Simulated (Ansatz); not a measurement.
# Meshes and cutoff for the phonons of GaAs (F-43m), part 3 of 3

Wanted: convergence of the phonons of GaAs (F-43m) against cost.

Ansatz 0.2.0; DFT LDA, scalar-relativistic, plane waves, PAW; PAW set soft_1.

So far. Step 8 (Another k mesh, k-mesh 16×16×16, q mesh 2×2×2): The highest optical mode at the zone centre (no LO-TO term) is 268.7 cm⁻¹, +0.0 cm⁻¹ against the base run. Step 9 (Another k mesh, q mesh 2×2×2): The highest optical mode at the zone centre (no LO-TO term) is 268.7 cm⁻¹, +0.0 cm⁻¹ against the base run. The relaxed cell has a = 5.603 Å (conventional setting).

## Step 11: Another cutoff, cutoff 230 eV, q mesh 2×2×2

The cutoff is set to 230 eV on a small fixed q mesh.

Contents of input.yaml:

```yaml
crystal:
  lattice:
    - [0.0, 2.8016813138, 2.8016813138]
    - [2.8016813138, 0.0, 2.8016813138]
    - [2.8016813138, 2.8016813138, 0.0]
  atoms:
    - { symbol: Ga, position: [0.0, 0.0, 0.0] }
    - { symbol: As, position: [0.25, 0.25, 0.25] }
kpoints:
  mp_grid: { grid: [20, 20, 20] }
hamiltonian:
  xc: lda
  pseudopotentials: { kind: paw, azcp: { folder: soft_1 }, xc_functional: pbe }
scf:
  occupations: { method: fixed }
output:
  eigenvalues: true
phonons:
  method: dfpt
  qmesh: [2, 2, 2]
  temperatures: { t_max: 1000, t_step: 50 }
  qpath:
    path:
      - [[0.0, 0.0, 0.0], [-0.5, -0.5, 0.0], [-0.375, -0.375, 0.25]]
      - [[-0.375, 0.0, 0.375], [0.0, 0.0, 0.0], [0.0, 0.0, 0.5], [-0.5, -0.25, 0.25], [-0.5, -0.5, 0.0]]
    npoints: 10
basis:
  ecutwfc: 230
```

Launch:

```console
ansatz run input.yaml --threads 8 --pin off --max-ram 16384MiB --backend cpu --events-out ev --progress --plain --runs-dir out
```

Numbers of over 12 decimals in the logs are rounded to 6 here.

The log of the run:

```text
[...]
Crystal: 2 atoms, lattice volume = 43.983 Å³
Basis set: ecut = 230 eV, 339 PW (Γ), exchange–correlation on 40×40×40 points (8 copies of the dense FFT grid, shifted against one another)
Bands: 18, of which v1, the nominal top of the filled ones, is band 14 counted from 1 (13 counted from 0)
Symmetry: 24 space group operations
k-points: 256 of 8000 (time reversal used)
[...]
SCF iter   1: F=—  HF=-8478.226486 eV  |F-HF|=—  |Δ(HF+E_count)|=         —  Δρ=3.78e-2  dr2=4.26e-1  ethr=3.10e-3  ⟨swp⟩=4.0  Hψ=16734  notcnv=0  defer=385
[...]
SCF iter   8: F=-8477.540116 eV  HF=-8477.540116 eV  |F-HF|=0.00e0  |Δ(HF+E_count)|=   3.07e-9  Δρ=2.06e-7  dr2=8.04e-12  ethr=1.00e-12  ⟨swp⟩=5.2  Hψ=24307  notcnv=0
SCF 1 converged in 8 iterations: F = -8477.540116 eV  dr2 = 8.04e-12
[...]
k-points: 1166 of 8000 (irreducible under 4 space group operations, time reversal used)
[...]
SCF iter   3: F=-8477.540116 eV  HF=-8477.540116 eV  |F-HF|=1.82e-12  |Δ(HF+E_count)|=    0.00e0  Δρ=5.46e-8  dr2=6.09e-13  ethr=1.00e-12  ⟨swp⟩=1.0  Hψ=46640  notcnv=0
SCF 2 converged in 3 iterations: F = -8477.540116 eV  dr2 = 6.09e-13
[...]
Bands: 15, of which v1, the nominal top of the filled ones, is band 14 counted from 1 (13 counted from 0)
k-points: 1012
[...]
Eigensolver: Dense (1012 Hₖ)
SCF iter   1: F=—  HF=-8481.625700 eV  |F-HF|=—  |Δ(HF+E_count)|=         —  Δρ=1.11e-2  dr2=1.93e-2  ethr=1.00e-1
[...]
SCF iter   7: F=-8481.073411 eV  HF=-8481.073411 eV  |F-HF|=4.64e-10  |Δ(HF+E_count)|=   8.91e-8  Δρ=8.31e-6  dr2=1.35e-8  ethr=1.44e-9
SCF 1 converged in 7 iterations: F = -8481.073411 eV  dr2 = 1.35e-8
[...]
SCF converged after 8 iterations
Free energy (F): -8477.540116 eV
[...]
Internal energy: -8477.540116 eV  (E = F + TS)
E sigma→0 (E₀):  -8477.540116 eV
Fermi energy:    7.858374 eV
[...]
--- Band table (eV; the first three rows and the last of 256) ---
  k-point 0: bands = [... 10 lower, -5.0981, 7.8584, 7.8584, 7.8584, 8.2986, 11.6868, 11.6868, 11.6868]
  k-point 1: bands = [... 10 lower, -5.0678, 7.1945, 7.8184, 7.8184, 8.8376, 11.7232, 11.7585, 11.7585]
  k-point 2: bands = [... 10 lower, -4.9813, 6.2984, 7.7013, 7.7013, 9.3056, 11.9044, 11.9323, 11.9323]
  k-point 255: bands = [... 10 lower, -2.5333, 1.0973, 4.2009, 4.4140, 12.5468, 12.5625, 13.2859, 13.9630]
[...]
ASR residual: 1.833e-4 → 0.000e0 eV/Å²; symmetrization residual: 4.518e-6 eV/Å²
  ASR residual per site (eV/Å²): 1.82e-4 1.83e-4
  Γ frequencies (cm⁻¹): 0.00 0.00 0.00 263.12 263.12 263.12
[...]
ε∞ (high-frequency dielectric tensor):
       13.956289     0.000000     0.000000
        0.000000    13.956289     0.000000
        0.000000     0.000000    13.956289
[...]
Born effective charges Z* (e; rows j = field, columns β = displacement):
    site 0:
         2.09884    0.00000    0.00000
         0.00000    2.09884    0.00000
         0.00000    0.00000    2.09884
    site 1:
        -2.09884   -0.00000   -0.00000
        -0.00000   -2.09884   -0.00000
        -0.00000   -0.00000   -2.09884
  Z* charge neutrality: 6.045e-3 e pre-enforcement
[...]
optical modes at Γ without the LO–TO term, one row a degenerate level:
      ω (cm⁻¹)  modes    IR ((D/Å)²/amu)
        263.12      3             8.4423
  optical modes at Γ + LO–TO along q̂ = [1.0000, 0.0000, 0.0000]:
      ω (cm⁻¹)  modes    IR ((D/Å)²/amu)
        263.12      2             5.6282
        281.09      1             2.8141
  optical modes at Γ + LO–TO along q̂ = [0.0000, 1.0000, 0.0000]:
      ω (cm⁻¹)  modes    IR ((D/Å)²/amu)
        263.12      2             5.6282
        281.09      1             2.8141
  optical modes at Γ + LO–TO along q̂ = [0.0000, 0.0000, 1.0000]:
      ω (cm⁻¹)  modes    IR ((D/Å)²/amu)
        263.12      2             5.6282
        281.09      1             2.8141
--- Phonons (arbitrary-q DFPT): 3 irreducible q on the 2×2×2 mesh ---
[...]
interpolated dispersion: 63 rows × 6 modes
[...]
```

Run time: 4.1 min. Hardware: 8 threads of Intel Xeon at 2.70GHz, shared host; peak memory 6.1 GiB; 26 min of CPU time.

The run finished; it serves as a test, and its numbers are not taken as the result.

## Step 12: Another cutoff, cutoff 290 eV, q mesh 2×2×2

The cutoff is set to 290 eV on a small fixed q mesh.

Changes to input.yaml since step 11:

```diff
@@ -27,2 +27,2 @@
 basis:
-  ecutwfc: 230
+  ecutwfc: 290
```

The log of the run:

```text
[...]
Crystal: 2 atoms, lattice volume = 43.983 Å³
Basis set: ecut = 290 eV, 531 PW (Γ), exchange–correlation on 48×48×48 points (8 copies of the dense FFT grid, shifted against one another)
Bands: 18, of which v1, the nominal top of the filled ones, is band 14 counted from 1 (13 counted from 0)
Symmetry: 24 space group operations
k-points: 256 of 8000 (time reversal used)
[...]
SCF iter   1: F=—  HF=-8481.227961 eV  |F-HF|=—  |Δ(HF+E_count)|=         —  Δρ=4.28e-2  dr2=5.00e-1  ethr=3.10e-3  ⟨swp⟩=4.1  Hψ=20263  notcnv=0  defer=200
[...]
SCF iter  10: F=-8481.068475 eV  HF=-8481.068475 eV  |F-HF|=0.00e0  |Δ(HF+E_count)|=  3.64e-12  Δρ=7.15e-9  dr2=1.20e-14  ethr=1.00e-12  ⟨swp⟩=5.7  Hψ=21617  notcnv=0
SCF 1 converged in 10 iterations: F = -8481.068475 eV  dr2 = 1.20e-14
[...]
k-points: 1166 of 8000 (irreducible under 4 space group operations, time reversal used)
[...]
SCF iter   3: F=-8481.068475 eV  HF=-8481.068475 eV  |F-HF|=3.64e-12  |Δ(HF+E_count)|=    0.00e0  Δρ=3.82e-8  dr2=3.14e-13  ethr=1.00e-12  ⟨swp⟩=1.0  Hψ=46658  notcnv=0
SCF 2 converged in 3 iterations: F = -8481.068475 eV  dr2 = 3.14e-13
[...]
Bands: 15, of which v1, the nominal top of the filled ones, is band 14 counted from 1 (13 counted from 0)
k-points: 1012
[...]
Eigensolver: Dense (1012 Hₖ)
SCF iter   1: F=—  HF=-8481.276063 eV  |F-HF|=—  |Δ(HF+E_count)|=         —  Δρ=1.67e-3  dr2=3.00e-4  ethr=1.00e-1
[...]
SCF iter   6: F=-8481.267632 eV  HF=-8481.267632 eV  |F-HF|=1.27e-10  |Δ(HF+E_count)|=   1.52e-7  Δρ=4.85e-6  dr2=4.86e-9  ethr=2.23e-9
SCF 1 converged in 6 iterations: F = -8481.267632 eV  dr2 = 4.86e-9
[...]
SCF converged after 10 iterations
Free energy (F): -8481.068475 eV
[...]
Internal energy: -8481.068475 eV  (E = F + TS)
E sigma→0 (E₀):  -8481.068475 eV
Fermi energy:    7.954823 eV
[...]
--- Band table (eV; the first three rows and the last of 256) ---
  k-point 0: bands = [... 10 lower, -5.0166, 7.9548, 7.9548, 7.9548, 8.4456, 11.6658, 11.6658, 11.6658]
  k-point 1: bands = [... 10 lower, -4.9862, 7.3000, 7.9102, 7.9102, 8.9673, 11.7053, 11.7318, 11.7318]
  k-point 2: bands = [... 10 lower, -4.8951, 6.3992, 7.7897, 7.7897, 9.4230, 11.9123, 11.9123, 11.9226]
  k-point 255: bands = [... 10 lower, -2.3562, 1.1708, 4.2799, 4.4744, 12.6186, 12.6343, 13.3602, 13.9473]
[...]
ASR residual: 3.894e-5 → 0.000e0 eV/Å²; symmetrization residual: 5.135e-6 eV/Å²
  ASR residual per site (eV/Å²): 3.71e-5 3.89e-5
  Γ frequencies (cm⁻¹): 0.00 0.00 0.00 267.65 267.65 267.65
[...]
ε∞ (high-frequency dielectric tensor):
       13.969516    -0.000000     0.000000
       -0.000000    13.969516     0.000000
        0.000000     0.000000    13.969516
[...]
Born effective charges Z* (e; rows j = field, columns β = displacement):
    site 0:
         2.06608   -0.00000   -0.00000
        -0.00000    2.06608    0.00000
         0.00000    0.00000    2.06608
    site 1:
        -2.06608    0.00000    0.00000
         0.00000   -2.06608   -0.00000
        -0.00000   -0.00000   -2.06608
  Z* charge neutrality: 1.719e-3 e pre-enforcement
[...]
optical modes at Γ without the LO–TO term, one row a degenerate level:
      ω (cm⁻¹)  modes    IR ((D/Å)²/amu)
        267.65      3             8.1808
  optical modes at Γ + LO–TO along q̂ = [1.0000, 0.0000, 0.0000]:
      ω (cm⁻¹)  modes    IR ((D/Å)²/amu)
        267.65      2             5.4539
        284.79      1             2.7269
  optical modes at Γ + LO–TO along q̂ = [0.0000, 1.0000, 0.0000]:
      ω (cm⁻¹)  modes    IR ((D/Å)²/amu)
        267.65      2             5.4539
        284.79      1             2.7269
  optical modes at Γ + LO–TO along q̂ = [0.0000, 0.0000, 1.0000]:
      ω (cm⁻¹)  modes    IR ((D/Å)²/amu)
        267.65      2             5.4539
        284.79      1             2.7269
--- Phonons (arbitrary-q DFPT): 3 irreducible q on the 2×2×2 mesh ---
[...]
interpolated dispersion: 63 rows × 6 modes
[...]
```

Wall time 4.4 min (8 threads); peak memory 6.7 GiB.

The run finished; it serves as a test, and its numbers are not taken as the result.

## Step 13: Another cutoff, cutoff 360 eV, q mesh 2×2×2

The cutoff is set to 360 eV on a small fixed q mesh.

Changes to input.yaml since step 12:

```diff
@@ -27,2 +27,2 @@
 basis:
-  ecutwfc: 290
+  ecutwfc: 360
```

The log of the run:

```text
[...]
Crystal: 2 atoms, lattice volume = 43.983 Å³
Basis set: ecut = 360 eV, 701 PW (Γ), exchange–correlation on 50×50×50 points (8 copies of the dense FFT grid, shifted against one another)
Bands: 18, of which v1, the nominal top of the filled ones, is band 14 counted from 1 (13 counted from 0)
Symmetry: 24 space group operations
k-points: 256 of 8000 (time reversal used)
[...]
optical modes at Γ + LO–TO along q̂ = [0.0000, 1.0000, 0.0000]:
      ω (cm⁻¹)  modes    IR ((D/Å)²/amu)
        268.64      2             5.4238
        285.62      1             2.7119
  optical modes at Γ + LO–TO along q̂ = [0.0000, 0.0000, 1.0000]:
      ω (cm⁻¹)  modes    IR ((D/Å)²/amu)
        268.64      2             5.4238
        285.62      1             2.7119
--- Phonons (arbitrary-q DFPT): 3 irreducible q on the 2×2×2 mesh ---
[...]
interpolated dispersion: 63 rows × 6 modes
[...]
[key lines of the parts left out:]
SCF converged after 10 iterations
Free energy (F): -8481.302778 eV
Fermi energy:    7.971726 eV
```

Wall time 3.1 min (8 threads); peak memory 5.6 GiB.

The highest optical mode at the zone centre (no LO-TO term) is 268.6 cm⁻¹, -0.0 cm⁻¹ against the base run.

## Step 14: Another cutoff, cutoff 550 eV, q mesh 2×2×2

The cutoff is set to 550 eV on a small fixed q mesh.

Changes to input.yaml since step 13:

```diff
@@ -27,2 +27,2 @@
 basis:
-  ecutwfc: 360
+  ecutwfc: 550
```

The log of the run:

```text
[...]
Crystal: 2 atoms, lattice volume = 43.983 Å³
Basis set: ecut = 550 eV, 1243 PW (Γ), exchange–correlation on 64×64×64 points (8 copies of the dense FFT grid, shifted against one another)
Bands: 18, of which v1, the nominal top of the filled ones, is band 14 counted from 1 (13 counted from 0)
Symmetry: 24 space group operations
k-points: 256 of 8000 (time reversal used)
[...]
optical modes at Γ + LO–TO along q̂ = [0.0000, 1.0000, 0.0000]:
      ω (cm⁻¹)  modes    IR ((D/Å)²/amu)
        268.64      2             5.4252
        285.63      1             2.7126
  optical modes at Γ + LO–TO along q̂ = [0.0000, 0.0000, 1.0000]:
      ω (cm⁻¹)  modes    IR ((D/Å)²/amu)
        268.64      2             5.4252
        285.63      1             2.7126
--- Phonons (arbitrary-q DFPT): 3 irreducible q on the 2×2×2 mesh ---
[...]
interpolated dispersion: 63 rows × 6 modes
[...]
[key lines of the parts left out:]
SCF converged after 10 iterations
Free energy (F): -8481.308931 eV
Fermi energy:    7.970993 eV
```

Run time: 5 min. Hardware: 8 threads; peak memory 5.3 GiB; 32 min of CPU time.

Frequencies (cm⁻¹) solved at each irreducible wavevector; negative means imaginary. Frequencies by wavevector, by row:

```csv
q in reciprocal lattice units,star,mode 1,mode 2,mode 3,mode 4,mode 5,mode 6
0 0 0,1,0,0,0,268.6,268.6,268.6
0 0 -0.5,4,59.5,59.5,205.8,236.6,261.6,261.6
0 -0.5 -0.5,3,75.3,75.3,220.8,236,253.6,253.6
```

The highest optical mode at the zone centre (no LO-TO term) is 268.6 cm⁻¹, -0.0 cm⁻¹ against the base run.

## Step 15: Summary of results

| Property | Result |
| --- | --- |
| mean frequency, q mesh 2×2×2 | 182 cm⁻¹ |
| mean frequency, q mesh 3×3×3 | 181 cm⁻¹ |
| highest optical mode at the zone centre (no LO-TO term), k-mesh 6×6×6 | 269 cm⁻¹ |
| highest optical mode at the zone centre (no LO-TO term), k-mesh 10×10×10 | 269 cm⁻¹ |
| highest optical mode at the zone centre (no LO-TO term), k-mesh 16×16×16 | 269 cm⁻¹ |
| highest optical mode at the zone centre (no LO-TO term), k-mesh 20×20×20 | 269 cm⁻¹ |
| highest optical mode at the zone centre (no LO-TO term), cutoff 170 eV | 252 cm⁻¹ |
| highest optical mode at the zone centre (no LO-TO term), cutoff 230 eV | 263 cm⁻¹ |
| highest optical mode at the zone centre (no LO-TO term), cutoff 290 eV | 268 cm⁻¹ |
| highest optical mode at the zone centre (no LO-TO term), cutoff 360 eV | 269 cm⁻¹ |
| highest optical mode at the zone centre (no LO-TO term), cutoff 550 eV | 269 cm⁻¹ |

In words: Over the whole q mesh series, coarse runs included, the mean frequency runs from 181.4 to 182.1 cm⁻¹; from 2×2×2 on it stays within 0.7 cm⁻¹ of the finest run (4×4×4), against a tolerance of 1.8. The k mesh changes along this series too, so part of the change is its. Over the whole k mesh series, coarse runs included, the lowest mode on the q mesh (acoustic modes at Γ apart) runs from 58.6 to 59.5 cm⁻¹; from 6×6×6 on all solved modes stay within 0.9 cm⁻¹ of the finest run (20×20×20), against a tolerance of 2.7. Over the whole cutoff series, coarse runs included, the lowest mode on the q mesh (acoustic modes at Γ apart) runs from 39.9 to 59.5 cm⁻¹; from 360 eV on all solved modes stay within 0.1 cm⁻¹ of the finest run (550 eV), against a tolerance of 2.7. All runs share the cell relaxed at the base settings, which is not exactly at rest under another k mesh or cutoff. The program warns that the interpolation holds no quadrupole term, so branches close to Γ can be off in this crystal. The PAW files were made for PBE and serve the other functionals too. These are harmonic frequencies at zero temperature: anharmonic shifts, linewidths and thermal expansion are left out.

[Logs are printed without paths, hosts, clocks, repeated set-up lines and the standing remarks that a program may print on its own settings, such as how far it seeks lower states.]

[Hosts, paths, dates, database ids (printed as entryN), source tags and the programs' standing remarks are cut or masked in the printed files.]
